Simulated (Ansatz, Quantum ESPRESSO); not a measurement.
**SrBe (Pm-3m): from the cell to the phonon bands**

Aim: the phonon dispersion of SrBe (Pm-3m), checked by a second program.

Program: Quantum ESPRESSO 7.5. Level of theory: DFT LDA, scalar-relativistic, plane waves, PseudoDojo norm-conserving pseudopotentials. Results are calculated unless marked as measured.

Report form: the programs' logs are mostly left out.

The structure was built from a prototype and need not be the compound's stable phase.

### 1. Starting point

Symmetry: Pm-3m, No. 221, cubic system. The conventional cell has a = 3.690 Å, b = 3.690 Å, c = 3.690 Å, α = 90.00°, β = 90.00°, γ = 90.00°. Sr has 8 Be at 3.20 Å nearest. Nearest to Be lie 8 Sr at 3.20 Å. Farther neighbours are not listed.

Coordinates:

```cif
data_structure
_symmetry_space_group_name_H-M 'Pm-3m'
_symmetry_Int_Tables_number 221
_cell_length_a 3.6896
_cell_length_b 3.6896
_cell_length_c 3.6896
_cell_angle_alpha 90.000
_cell_angle_beta 90.000
_cell_angle_gamma 90.000
_cell_volume 50.23
loop_
_atom_site_label
_atom_site_type_symbol
_atom_site_symmetry_multiplicity
_atom_site_Wyckoff_symbol
_atom_site_fract_x
_atom_site_fract_y
_atom_site_fract_z
_atom_site_occupancy
Sr1 Sr 1 b 0.50000 0.50000 0.50000 1
Be1 Be 1 a 0.00000 0.00000 0.00000 1
```

### 2. A probe with smearing

A cheap run with smearing and empty bands tells whether the crystal has a gap, which decides between fixed occupations and smearing later on.

File probe.in:

```
&CONTROL
  calculation = 'scf'
  prefix      = 'x'
  outdir      = './tmp'
  pseudo_dir  = './pseudo'
  tprnfor     = .true.
  tstress     = .true.
  verbosity   = 'high'
/
&SYSTEM
  ibrav       = 1
  celldm(1)   = 6.9723713
  nat         = 2
  ntyp        = 2
  ecutwfc     = 88.0
  occupations = 'smearing'
  smearing    = 'gaussian'
  degauss     = 0.01
/
&ELECTRONS
  conv_thr         = 1.0d-07
  mixing_beta      = 0.7
  electron_maxstep = 100
/
ATOMIC_SPECIES
 Sr     87.6200  Sr.upf
 Be      9.0122  Be.upf
ATOMIC_POSITIONS crystal
 Sr     0.500000000   0.500000000   0.500000000
 Be     0.000000000   0.000000000   0.000000000
K_POINTS automatic
 6 6 6 0 0 0
```

Command:

```sh
$ OMP_NUM_THREADS=1 mpirun -n 4 pw.x -nk 4 -in probe.in > probe.out
```

The job ended after 4.7 s (4 MPI ranks of Intel Xeon Platinum 8259CL at 2.50GHz (Skylake/Cascade Lake), shared host).

Numbers from this step:

| Item | Value |
| --- | --- |
| volume per atom | 25.11 Å³ |
| pressure | -1.147 GPa |
| gap on the k-mesh | 0 eV |

No gap opens on this mesh, so smearing is kept; the start stands at -1.1 GPa.

### 3. Relaxing the cell and atoms

The relaxation runs at a cutoff a fifth above that of the response, since stress converges more slowly with the basis than frequencies do. Forces and stress are brought to rest with tight thresholds.

File relax.in:

```
&CONTROL
  calculation   = 'vc-relax'
  prefix        = 'x'
  outdir        = './tmp'
  pseudo_dir    = './pseudo'
  tprnfor       = .true.
  tstress       = .true.
  forc_conv_thr = 2.0d-05
  etot_conv_thr = 1.0d-07
  nstep         = 40
/
&SYSTEM
  ibrav       = 1
  celldm(1)   = 6.9723713
  nat         = 2
  ntyp        = 2
  ecutwfc     = 106
  occupations = 'smearing'
  smearing    = 'mp'
  degauss     = 0.02
/
&ELECTRONS
  conv_thr         = 1.0d-11
  mixing_beta      = 0.7
  electron_maxstep = 100
/
&IONS
/
&CELL
  press_conv_thr = 0.2
/
ATOMIC_SPECIES
 Sr     87.6200  Sr.upf
 Be      9.0122  Be.upf
ATOMIC_POSITIONS crystal
 Sr     0.500000000   0.500000000   0.500000000
 Be     0.000000000   0.000000000   0.000000000
K_POINTS automatic
 10 10 10 0 0 0
```

Command:

```sh
$ OMP_NUM_THREADS=1 mpirun -n 4 pw.x -nk 4 -in relax.in > relax.out
```

Run time: 82 s. Hardware: 4 MPI ranks.

Relaxation path:

```
step  energy less that of the first step (eV)  largest force (eV/Å)  pressure (GPa)  volume (Å³)
   1                                   0.0000                0.0000           -1.06        50.23
   2                                  -0.0016                0.0000           -0.89        49.96
   3                                  -0.0036                0.0000           -0.64        49.56
   4                                  -0.0052                0.0000           -0.25        48.96
   5                                  -0.0055                0.0000            0.01        48.58
   6                                  -0.0055                0.0000            0.00        48.59
   7                                  -0.0055                0.0000            0.00        48.59
```

```
conventional cell, symmetrised  before  after  change
                         a (Å)   3.690  3.649  -1.1 %
                         b (Å)   3.690  3.649  -1.1 %
                         c (Å)   3.690  3.649  -1.1 %
              volume (Å³/atom)   25.11  24.30  -3.3 %
```

The relaxed structure:

```
CELL_PARAMETERS angstrom
3.64910 0.00000 0.00000
0.00000 3.64910 0.00000
0.00000 0.00000 3.64910
ATOMIC_POSITIONS crystal
Sr 0.50000 0.50000 0.50000
Be 0.00000 0.00000 0.00000
```

The last row of the table of steps is pw.x's closing run on a basis chosen anew for the final cell, so its energy can jump.

This step gave:

```yaml
volume_per_atom: 24.30 Å³
pressure: 0.001 GPa
```

The volume changes by -3.3 % from the cell with which this run began.

### 4. Self-consistent run for the response

Perturbation theory inherits every error of the wavefunctions, so the threshold is set near the limit of the arithmetic. Smearing stays on, as the first look found no gap above 0.3 eV.

File scf.in:

```
&CONTROL
  calculation = 'scf'
  prefix      = 'x'
  outdir      = './tmp'
  pseudo_dir  = './pseudo'
  tprnfor     = .true.
  tstress     = .true.
/
&SYSTEM
  ibrav       = 1
  celldm(1)   = 6.89579752
  nat         = 2
  ntyp        = 2
  ecutwfc     = 88.0
  occupations = 'smearing'
  smearing    = 'mp'
  degauss     = 0.02
/
&ELECTRONS
  conv_thr         = 1.0d-12
  mixing_beta      = 0.7
  electron_maxstep = 100
/
ATOMIC_SPECIES
 Sr     87.6200  Sr.upf
 Be      9.0122  Be.upf
ATOMIC_POSITIONS crystal
 Sr     0.500000000   0.500000000   0.500000000
 Be     0.000000000   0.000000000   0.000000000
K_POINTS automatic
 10 10 10 0 0 0
```

Command:

```sh
$ OMP_NUM_THREADS=1 mpirun -n 4 pw.x -nk 4 -in scf.in > scf.out
```

The job ended after 16 s (4 MPI ranks; 63 s of CPU time).

Numbers from this step:

```
pressure : -0.005 GPa
```

The cell stands at -0.005 GPa, close enough for phonons.

### 5. Levels on a dense mesh

The coupling is a sum over pairs of states at the Fermi level and needs a much denser mesh than the density does.

scf_fit.in, as its differences from scf.in of step 4:

```diff
@@ -17,5 +17,6 @@
   degauss     = 0.02
+  la2F        = .true.
 /
 &ELECTRONS
-  conv_thr         = 1.0d-12
+  conv_thr         = 1.0d-10
   mixing_beta      = 0.7
@@ -30,2 +31,2 @@
 K_POINTS automatic
- 10 10 10 0 0 0
+ 20 20 20 0 0 0
```

Command:

```sh
$ OMP_NUM_THREADS=1 mpirun -n 4 pw.x -nk 4 -in scf_fit.in > scf_fit.out
```

Run time: 55 s. Hardware: 4 MPI ranks.

Read from the output:

```yaml
pressure: -0.1150 GPa
```

### 6. Ground state

The run on the dense mesh left its levels for the electron-phonon sums; ph.x needs the ground state on the coarse mesh, so pw.x runs once more in the same folder.

scf.in is that of step 4.

Command:

```sh
$ OMP_NUM_THREADS=1 mpirun -n 4 pw.x -nk 4 -in scf.in > scf.out
```

Elapsed: 16 s, on 4 MPI ranks.

Numbers from this step:

```
pressure : -0.005 GPa
```

### 7. Linear response on the mesh

Linear response treats each wavevector in the unit cell, with no supercell; the 2×2×2 mesh fixes the range of the force constants to be had. The change of the potential is kept for the electron-phonon matrix elements.

File ph.in:

```
phonons
&INPUTPH
  prefix          = 'x'
  outdir          = './tmp'
  fildyn          = 'x.dyn'
  tr2_ph          = 1.0d-18
  alpha_mix(1)    = 0.4
  nmix_ph         = 8
  ldisp           = .true.
  nq1             = 2
  nq2             = 2
  nq3             = 2
  electron_phonon = 'interpolated'
  fildvscf        = 'dvscf'
  el_ph_sigma     = 0.005
  el_ph_nsigma    = 10
/
```

Command:

```sh
$ OMP_NUM_THREADS=1 mpirun -n 4 ph.x -nk 4 -in ph.in > ph.out
```

The job ended after 23 min (4 MPI ranks; 1.5 h of CPU time).

Numbers from this step:

```yaml
largest_acoustic_frequency_at_the_zone_centre_before_the_sum_rule: -0.04 cm⁻¹
highest_optical_zone_centre_mode_no_lo_to_term: 302.7 cm⁻¹
lowest_optical_zone_centre_mode: 302.7 cm⁻¹
lowest_mode_on_the_q_mesh_acoustic_ones_at_the_zone_centre_apart: -15.08 cm⁻¹
```

Frequencies (cm⁻¹) at each irreducible wavevector; negative means imaginary. Frequencies by wavevector:

```
 q (fractions)  star  mode 1  mode 2  mode 3  mode 4  mode 5  mode 6
         0 0 0     1   -0.04   -0.04   -0.04   302.7   302.7   302.7
      0 0 -0.5     3   92.79   92.79   125.5   158.1   302.4   302.4
   0 -0.5 -0.5     3  -15.08  -15.08   83.48   175.8   175.8   314.1
-0.5 -0.5 -0.5     1   127.6   127.6   127.6   137.3   137.3   137.3
```

Couplings of single modes at a Gaussian broadening of 0.02 Ry, as ph.x prints them; it sets λ to zero for modes under 20 cm⁻¹. Mode couplings:

```
 q (fractions)  mode  frequency (cm⁻¹)       λ  linewidth γ (GHz)
      0 0 -0.5     1             92.79  0.0394               2.63
      0 0 -0.5     2             92.79  0.0394               2.63
      0 0 -0.5     3             125.5  0.0959              11.72
      0 0 -0.5     4             158.1  0.4613              89.36
      0 0 -0.5     5             302.4  0.0116                8.2
      0 0 -0.5     6             302.4  0.0116               8.19
   0 -0.5 -0.5     3             83.48  0.0069               0.37
   0 -0.5 -0.5     4             175.8  0.2643              63.28
   0 -0.5 -0.5     5             175.8  0.2648              63.41
   0 -0.5 -0.5     6             314.1  0.0145               11.1
-0.5 -0.5 -0.5     1             127.6  0.6952              87.77
-0.5 -0.5 -0.5     2             127.6  0.6905              87.18
-0.5 -0.5 -0.5     3             127.6  0.6979              88.12
-0.5 -0.5 -0.5     4             137.3  0.0195               2.86
-0.5 -0.5 -0.5     5             137.3  0.0194               2.83
-0.5 -0.5 -0.5     6             137.3  0.0193               2.82
```

Optical modes; normalised displacements of the dynamical-matrix file. Modes at Γ, with each element's share of the kinetic energy:

```
mode  frequency (cm⁻¹)  symmetry  Sr %  Be %
   1             302.7       T1u     9    91
   2             302.7       T1u     9    91
   3             302.7       T1u     9    91
```

Displacements in mode 2 (302.7 cm⁻¹), the largest set to 1:
```
Sr1  0.00  0.00 -0.10
Be2  0.00  0.00  1.00
```

The acoustic modes at Γ come out as far as 0.0 cm⁻¹ from zero, where they should vanish, a small numerical error.

### 8. Force constants in real space

The dynamical matrices of the mesh are Fourier-transformed to force constants in real space.

File q2r.in:

```
&INPUT
  fildyn = 'x.dyn'
  zasr   = 'crystal'
  flfrc  = 'x.fc'
  la2F   = .true.
/
```

Command:

```sh
$ q2r.x < q2r.in > q2r.out
```

Run time: 0.71 s. Hardware: 1 thread.

### 9. Interpolated phonon bands

From the force constants any wavevector is cheap; points of the mesh come back as solved, but for the sum rule and, in polar crystals, the LO-TO term at Γ; the rest is interpolation.

File matdyn.in:

```
&INPUT
  asr              = 'crystal'
  flfrc            = 'x.fc'
  flfrq            = 'x.freq'
  flvec            = 'x.modes'
  q_in_band_form   = .true.
  q_in_cryst_coord = .true.
/
8
  0.0000000   0.0000000   0.0000000  12  ! GAMMA
  0.0000000   0.5000000   0.0000000  12  ! X
  0.5000000   0.5000000   0.0000000  12  ! M
  0.0000000   0.0000000   0.0000000  12  ! GAMMA
  0.5000000   0.5000000   0.5000000  12  ! R
  0.0000000   0.5000000   0.0000000   1  ! X
  0.5000000   0.5000000   0.5000000  12  ! R
  0.5000000   0.5000000   0.0000000   1  ! M
```

Command:

```sh
$ matdyn.x -in matdyn.in > matdyn.out
```

The job ended after 0.68 s (1 thread).

Numbers from this step:

```
lowest frequency on the path : -15.08 cm⁻¹
```

Matdyn.x, sum rule crystal. Phonon branches along the path, in cm⁻¹:

```
    point  branch 1  branch 2  branch 3  branch 4  branch 5  branch 6
        Γ         0         0         0       303       303       303
  halfway        66        66        70       248       303       303
        X        93        93       126       158       302       302
  halfway        65        88       112       167       238       308
        M       -15       -15        84       176       176       314
  halfway        56        78       106       234       250       305
        Γ         0         0         0       303       303       303
  halfway        86        86       110       234       244       244
        R       128       128       128       137       137       137
  halfway        62       111       115       163       236       242
        X        93        93       126       158       302       302
jump to R       128       128       128       137       137       137
  halfway        74        74       114       166       166       240
        M       -15       -15        84       176       176       314
```

Lowest modes at the softest wavevector of the mesh; phase exp(i q.(R + tau)). Modes at q = (0.500, 0.500, 0.000), with each element's share of the kinetic energy (negative means imaginary):

```
mode  frequency (cm⁻¹)  Sr %  Be %
   1             -15.1    51    49
   2             -15.1    51    49
   3              83.5   100     0
   4             175.8    49    51
   5             175.8    49    51
   6             314.1     0   100
```

Displacements in mode 1 (-15.1 cm⁻¹), the largest set to 1, in the home cell:
```
Sr1  0.00 -0.33  0.00
Be2 -1.00  0.00  0.00
```

Displacements in mode 3 (83.5 cm⁻¹), the largest set to 1, in the home cell:
```
Sr1  0.00  0.00 -1.00
Be2  0.00  0.00  0.00
```

Force constants by pair (phonopy on the run's constants); pairs near half the supercell's span include their periodic images. Pair force constants, by row:

```
atom  neighbour  distance (Å)  third of the trace (eV/Å²)  along the pair's line (eV/Å²)
 Sr1     itself             0                       3.925                              –
 Sr1         Be          3.16                     -0.3443                        -0.7463
 Sr1         Sr         3.649                     -0.4697                         -1.287
 Sr1         Sr         5.161                      0.1634                         0.1881
 Sr1         Sr          6.32                     -0.2511                        -0.2511
 Be2     itself             0                       1.811                              –
 Be2         Sr          3.16                     -0.3443                        -0.7463
 Be2         Be         3.649                      0.3846                           1.21
 Be2         Be         5.161                     -0.0547                        -0.1003
 Be2         Be          6.32                     -0.0465                        -0.0465
```

Mode patterns, pair constants, displacements and means over the zone were worked out by phonopy from the force constants of q2r.x.

The path dips to 15i cm⁻¹.

### 10. Density of states

Sums over the zone need many more wavevectors than were solved, so the interpolation is sampled on a dense mesh.

File matdyn.in:

```
&INPUT
  asr    = 'crystal'
  flfrc  = 'x.fc'
  dos    = .true.
  fldos  = 'x.dos'
  nk1    = 12
  nk2    = 12
  nk3    = 12
  deltaE = 1.0
  la2F   = .true.
/
```

Command:

```sh
$ matdyn.x -in matdyn.in > matdyn.out
```

Elapsed: 12 s, on 1 thread.

This step gave:

| Item | Value |
| --- | --- |
| share of modes beyond 3i cm⁻¹ on the dense interpolated mesh | 0 |

The phonon density of states has structure finer than the step of the table below, so its rows give means over 10 cm⁻¹, whole bins alone (the curve runs from -15.1 to 315 cm⁻¹). Peaks (cm⁻¹: height): total 68.9: 0.0471, 90.9: 0.0568, 114.9: 0.0805, 174.9: 0.0471, 302.9: 0.0666; Be 66.9: 0.00969, 174.9: 0.0316, 274.9: 0.0285, 302.9: 0.0649; Sr 68.9: 0.0377, 90.9: 0.0532, 114.9: 0.0768, 174.9: 0.0155.

Tetrahedra. Phonon density of states against wavenumber; means over each step; values in 1/cm⁻¹/cell:

```
wavenumber (cm⁻¹)    total       Be       Sr
              -10   9.3e-6   6.2e-6   6.2e-6
                0   8.6e-5   3.7e-5   4.4e-5
               10   3.2e-4   1.1e-4   2.0e-4
               20  0.00102   2.9e-4   7.3e-4
               30  0.00331   8.3e-4  0.00248
               40  0.00670  0.00156  0.00514
               50   0.0132  0.00304   0.0102
               60   0.0313  0.00679   0.0245
               70   0.0422  0.00833   0.0339
               80   0.0347  0.00484   0.0298
               90   0.0520  0.00375   0.0482
              100   0.0364  0.00371   0.0327
              110   0.0529  0.00374   0.0491
              120   0.0249  0.00137   0.0235
              130  0.00285   1.6e-4  0.00269
              140   2.8e-4   4.6e-5   2.4e-4
              150  0.00219  0.00131   8.7e-4
              160  0.00854  0.00551  0.00303
              170   0.0349   0.0235   0.0115
              180   0.0234   0.0169  0.00657
              190   0.0166   0.0134  0.00323
              200   0.0169   0.0143  0.00256
              210   0.0130   0.0113  0.00173
              220   0.0124   0.0110  0.00137
              230   0.0125   0.0114  0.00112
              240   0.0155   0.0144  0.00107
              250   0.0139   0.0130   9.1e-4
              260   0.0138   0.0130   7.6e-4
              270   0.0169   0.0162   7.2e-4
              280   0.0216   0.0207   8.6e-4
              290   0.0213   0.0206   7.0e-4
              300   0.0476   0.0462  0.00136
```

### 11. A second program

A second program on the same cell, potentials, cutoff and meshes tests the implementation of the phonon response, not its convergence. Its k mesh is centred on Γ.

This step: DFT LDA, scalar-relativistic, plane waves, PseudoDojo norm-conserving pseudopotentials (Ansatz 0.2.0).

File input.yaml:

```yaml
crystal:
  lattice:
    - [3.6490988976, 0.0, 0.0]
    - [0.0, 3.6490988976, 0.0]
    - [0.0, 0.0, 3.6490988976]
  atoms:
    - { symbol: Sr, position: [0.5, 0.5, 0.5] }
    - { symbol: Be, position: [0.0, 0.0, 0.0] }
kpoints:
  mp_grid: { grid: [10, 10, 10] }
hamiltonian:
  xc: lda
  pseudopotentials: { kind: nc, accuracy: standard }
scf:
  occupations: { method: methfessel_paxton, width: 0.27211 }
output:
  eigenvalues: true
basis:
  ecutwfc: 1197.301
phonons:
  method: dfpt
  qmesh: [2, 2, 2]
  temperatures: { t_max: 1000, t_step: 50 }
  qpath:
    path:
      - [[0.0, 0.0, 0.0], [0.0, 0.5, 0.0], [0.5, 0.5, 0.0], [0.0, 0.0, 0.0], [0.5, 0.5, 0.5], [0.0, 0.5, 0.0]]
      - [[0.5, 0.5, 0.5], [0.5, 0.5, 0.0]]
    npoints: 12
```

Command:

```sh
$ ansatz run input.yaml --threads 4 --pin off --max-ram 8192MiB --backend cpu --events-out ev --progress --plain --runs-dir out
```

Run time: 1.9 min. Hardware: 4 threads; peak memory 1.5 GiB; 6.5 min of CPU time.

This step gave:

```
sum-rule residual before enforcement                               : 7.41e-5 eV/Å²
lowest frequency on the path                                       : -15.05 cm⁻¹
highest optical zone-centre mode (no LO-TO term)                   : 302.8 cm⁻¹
lowest optical zone-centre mode                                    : 302.8 cm⁻¹
lowest mode on the q mesh (acoustic ones at the zone centre apart) : -15.05 cm⁻¹
```

### 12. The two compared: QE PseudoDojo and Ansatz, PseudoDojo

Numbers from this step:

```
root-mean-square difference             : 0.02 cm⁻¹
largest difference                      : 0.04 cm⁻¹
root-mean-square difference on the path : 0 cm⁻¹
largest difference on the path          : 0.1 cm⁻¹
```

The interpolated bands of the two lie on top of each other.

At the solved wavevectors the largest difference (acoustic modes at Γ apart) is 0.01 % of the highest mode.

### 13. Outcome

```
space group after relaxation                                       : Pm-3m
volume per atom                                                    : 24.3 Å³
highest optical zone-centre mode (no LO-TO term)                   : 302.7 cm⁻¹
q mesh                                                             : 2×2×2
lowest mode on the q mesh (acoustic ones at the zone centre apart) : -15.1 cm⁻¹
imaginary modes on the q mesh                                      : yes
largest difference from Ansatz, PseudoDojo                         : 0.04 cm⁻¹
```

In words: SrBe (Pm-3m) is unstable: a mode solved on the 2×2×2 mesh is imaginary, 15i cm⁻¹; its spectrum reaches 314 cm⁻¹. At the LDA level the optical modes of SrBe (Pm-3m) at the zone centre lie at 303 cm⁻¹. The most unstable solved mode lies at q = (0, -0.5, -0.5), on the zone boundary, so the distortion that it points to doubles the cell. QE PseudoDojo and Ansatz, PseudoDojo agree to 0.04 cm⁻¹ (0.01 % of the highest mode compared) on all solved modes but the acoustic ones at Γ, without the LO-TO term. These are harmonic frequencies at zero temperature: anharmonic shifts and linewidths and thermal expansion are left out. In a metal the frequencies hang on the k mesh and the smearing, most of all near Kohn anomalies. The λ that matdyn.x prints is not taken as a result: Ansatz's value on the same meshes differs by more than 30 %. The q mesh stands for a supercell only 7.3 Å across, so branches between the solved wavevectors are rough. The structure is a hypothetical one, built on a prototype.

[Host names and launcher messages were left out of these logs when they were recorded.]

[Logs are printed without paths, hosts, clocks, repeated set-up lines and the standing remarks that a program may print on its own settings, such as how far it seeks lower states.]

[Hosts, paths, dates, database ids (printed as entryN), source tags and the programs' standing remarks are cut or masked in the printed files.]
